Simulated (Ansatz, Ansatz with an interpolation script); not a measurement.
Rows from a G0W0 calculation on SiO2 (P6_222) (Ansatz 0.2.0; G0W0 on LDA, plane waves, PAW; PAW set soft_1; 6×6×4 mesh, 496 empty bands, screening to 150 eV, PAW set soft_1 files), in eV. Spin-orbit coupling is left out.

The database entry behind the starting cell is an old determination (1926), so it need not match the best structure at ambient conditions.

```tsv
row	k	band	start	Σx	Σc at the solution	Vxc
A	Γ	v1	1.651	-26.666	4.068	-20.986
B	Γ	c2	10.393	-7.378	-3.858	-13.069
C	Γ	c1	7.098	-6.951	-3.370	-11.740
D	Γ	v2	1.268	-25.871	4.038	-20.158
E	(0.000, 0.000, -0.500)	v1	1.763	-26.755	4.089	-21.053
F	(0.000, 0.000, -0.500)	c1	8.949	-8.070	-3.482	-13.188
```

**Question.** Give the quasiparticle energies and the shift of each level.

The quasiparticle equation reads E = start + Σx + Σc(E) − Vxc.

```tsv
row	E (eV)	shift (eV)
A	0.039	−1.612
B	12.226	+1.833
C	8.516	+1.418
D	-0.407	−1.675
E	0.150	−1.613
F	10.584	+1.635
```

Limits: not at the basis limit.

[Paths, hosts, dates, memory and timing lines, banners, echoed tables and standing remarks are left out of the program output.]

[Logs are printed without paths, hosts, clocks, repeated set-up lines and the standing remarks that a program may print on its own settings, such as how far it seeks lower states.]

[Runs of the session that timed out or met a known fault of the program may be left out.]

[Hosts, paths, dates, database ids (printed as entryN), source tags and the programs' standing remarks are cut or masked in the printed files.]
